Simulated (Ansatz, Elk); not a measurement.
# How far do independent atoms describe Ca2Ir?, part 2 of 2

The structure of Ca2Ir used here is made up (a known structure type with other elements) and was relaxed beforehand with PBE. The aim is the Fourier transform of its all-electron density, F(hkl), set beside the sum over free spherical atoms that refinements use.

Elk 11.2.3 (patched build); all-electron DFT.

So far: The starting structure; Ground state and structure factors; The highest occupied states alone.

The structure was built from a prototype and need not be the compound's stable phase.

**4. Another functional**

Level of this step: DFT, LDA (Perdew-Wang), all-electron APW+lo, Dirac cores, scalar-relativistic bands, static density, no spin (Elk).

The difference from free atoms is small, so it is set against the change that LDA (Perdew-Wang) makes.

Contents of elk.in:

```
tasks
  0
  195

xctype
  3

spinpol
  .false.

rgkmax
  7.0

gmaxvr
  14.0

lmaxo
  7

lmaxapw
  8

swidth
  0.002

tshift
  .false.

ramdisk
  .false.

hmaxvr
  5.5

maxscl
  120

epspot
  1e-06

sppath
  './'

avec
  9.28386386890 0.00000000000 0.00000000000
  -4.64193193445 8.04006195575 0.00000000000
  0.00000000000 0.00000000000 5.91976503510

atoms
  2
  'Ir.in'
  1
  0.0000000000 -0.0000000000 0.0000000000   0.000000 0.000000 0.000000
  'Ca.in'
  2
  0.6666666667 0.3333333333 0.5000000000   0.000000 0.000000 0.000000
  0.3333333333 0.6666666667 0.5000000000   0.000000 0.000000 0.000000

ngridk
  5 5 7
```

Command:

```sh
$ OMP_NUM_THREADS=4 elk
```

Numbers of over 12 decimals in the logs are rounded to 6 here.

Output:

```text
┌─────────────────────────┐
│ Elk code version 11.2.3 │
└─────────────────────────┘

All units are atomic (Hartree, Bohr, etc.)

┌─────────────────────────────────────────────────┐
│ Ground-state run starting from atomic densities │
└─────────────────────────────────────────────────┘

Lattice vectors :
   9.283863869       0.000000000       0.000000000
  -4.641931934       8.040061956       0.000000000
   0.000000000       0.000000000       5.919765035

Reciprocal lattice vectors :
  0.6767855923      0.3907423439      -0.000000000
[...]
muffin-tins (core leakage)
  species : 1 (Ir)
[...]
species : 2 (Ca)
   atom 1                    :    18.29046155     ( -0.3473779023E-05)
   atom 2                    :    18.29046155     ( -0.3473779023E-05)
 total in muffin-tins        :    112.7588971
 total calculated charge     :    116.9995184
 total charge                :    117.0000000
 error                       :   0.4816222666E-03

┌──────────────────────────────┐
│ Self-consistent loop stopped │
└──────────────────────────────┘

Warning : core states of species 1 leak from the muffin-tin :   0.2417467164E-03

Wrote STATE.OUT
[key lines of the parts left out:]
total energy                :     -19205.615147480
```

Run time: 15 s. Hardware: 4 threads of Intel Xeon Platinum 8259CL at 2.50GHz (Skylake/Cascade Lake), shared host; peak memory 0.16 GiB; 35 s of CPU time.

Against the first run R = 0.02 %; the largest change is -0.028 at 002.

**5. Basis size**

The basis and the expansions that go with it are enlarged, to see whether the differences are converged.

elk.in: that of step 4 with these lines changed.

```diff
@@ -5,3 +5,3 @@
 xctype
-  3
+  20
 
@@ -11,12 +11,12 @@
 rgkmax
-  7.0
+  8.5
 
 gmaxvr
-  14.0
+  18.0
 
 lmaxo
-  7
+  9
 
 lmaxapw
-  8
+  10
```

Command:

```sh
$ OMP_NUM_THREADS=4 elk
```

Output:

```text
┌─────────────────────────┐
│ Elk code version 11.2.3 │
└─────────────────────────┘

All units are atomic (Hartree, Bohr, etc.)

┌─────────────────────────────────────────────────┐
│ Ground-state run starting from atomic densities │
└─────────────────────────────────────────────────┘

Lattice vectors :
   9.283863869       0.000000000       0.000000000
  -4.641931934       8.040061956       0.000000000
   0.000000000       0.000000000       5.919765035

Reciprocal lattice vectors :
  0.6767855923      0.3907423439      -0.000000000
[...]
muffin-tins (core leakage)
  species : 1 (Ir)
[...]
species : 2 (Ca)
   atom 1                    :    18.27890148     ( -0.1986259619E-06)
   atom 2                    :    18.27890148     ( -0.1986259619E-06)
 total in muffin-tins        :    112.7416230
 total calculated charge     :    116.9997747
 total charge                :    117.0000000
 error                       :   0.2252526341E-03

┌──────────────────────────────┐
│ Self-consistent loop stopped │
└──────────────────────────────┘

Warning : core states of species 1 leak from the muffin-tin :   0.2478730119E-03

Wrote STATE.OUT
[key lines of the parts left out:]
total energy                :     -19218.912677182
```

Elapsed: 42 s, on 4 threads; peak memory 0.28 GiB.

Against the first run R = 0.00 %; the largest change is +0.013 at 001.

**6. A coarser k-mesh**

About half the k-points along each axis test the sampling.

elk.in: that of step 5 with these lines changed.

```diff
@@ -11,12 +11,12 @@
 rgkmax
-  8.5
+  7.0
 
 gmaxvr
-  18.0
+  14.0
 
 lmaxo
-  9
+  7
 
 lmaxapw
-  10
+  8
 
@@ -59,2 +59,2 @@
 ngridk
-  5 5 7
+  2 2 4
```

Command:

```sh
$ OMP_NUM_THREADS=4 elk
```

Output:

```text
┌─────────────────────────┐
│ Elk code version 11.2.3 │
└─────────────────────────┘

All units are atomic (Hartree, Bohr, etc.)

┌─────────────────────────────────────────────────┐
│ Ground-state run starting from atomic densities │
└─────────────────────────────────────────────────┘

Lattice vectors :
   9.283863869       0.000000000       0.000000000
  -4.641931934       8.040061956       0.000000000
   0.000000000       0.000000000       5.919765035

Reciprocal lattice vectors :
  0.6767855923      0.3907423439      -0.000000000
[...]
muffin-tins (core leakage)
  species : 1 (Ir)
[...]
species : 2 (Ca)
   atom 1                    :    18.28147143     ( -0.1986252443E-06)
   atom 2                    :    18.28147143     ( -0.1986252443E-06)
 total in muffin-tins        :    112.7650500
 total calculated charge     :    116.9994778
 total charge                :    117.0000000
 error                       :   0.5221923349E-03

┌──────────────────────────────┐
│ Self-consistent loop stopped │
└──────────────────────────────┘

Warning : core states of species 1 leak from the muffin-tin :   0.2502784446E-03

Wrote STATE.OUT
[key lines of the parts left out:]
total energy                :     -19218.912089688
```

Wall time 20 s (4 threads); peak memory 0.16 GiB.

Against the first run R = 0.02 %; the largest change is +0.234 at 001.

**7. Settings against the effect**

```tsv
run	R against the first run (%)	R against neutral atoms, low angle (%)	wall time
PBE, rgkmax 7	0.00	0.23	21 s
LDA (Perdew-Wang)	0.02	0.23	15 s
rgkmax 8.5 with larger expansions	0.00	0.23	42 s
k-mesh 2×2×4	0.02	0.21	20 s
```

**8. Outcome**

| Item | Value |
| --- | --- |
| R against neutral atoms, sin θ/λ < 0.3 Å⁻¹ | 0.23 % |
| R against neutral atoms, 0.3 to 0.82 Å⁻¹ | 0.11 % |

What this shows: Independent neutral atoms miss the calculated amplitudes by R = 0.23 % below 0.3 Å⁻¹ and 0.11 % from there to 0.82 Å⁻¹; by shells, 0.23 % below 0.15 Å⁻¹ (1 form), 0.23 % 0.15 to 0.3 (6 forms), 0.08 % 0.3 to 0.45 (12 forms), 0.12 % above 0.45 (67 forms). Bonding, aspherical density and the tables' own atoms all enter these figures, and the runs don't part them. The largest change of an amplitude is -0.30 electrons, at 200. The window's part falls from 13.0 electrons at the origin to at most 0.31 between 0.45 and 0.82 Å⁻¹. Below 0.3 Å⁻¹ the changes that finished (LDA (Perdew-Wang), rgkmax 8.5 with larger expansions and k-mesh 2×2×4) move F by R = 0.05 % at most, against the 0.23 % that separates it from free atoms. A single amplitude moves by up to 0.23 electrons, against 0.30 for the largest difference from free atoms. These runs have no spin, though d or f shells may be open. Spin-orbit coupling is left out, which can matter for elements this heavy. Part of the difference isn't bonding: the tables are fits to free atoms and ions calculated by other methods than this functional. Thermal motion, anomalous dispersion and extinction are left out.

[Logs are printed without paths, hosts, clocks, repeated set-up lines and the standing remarks that a program may print on its own settings, such as how far it seeks lower states.]

[Hosts, paths, dates, database ids (printed as entryN), source tags and the programs' standing remarks are cut or masked in the printed files.]
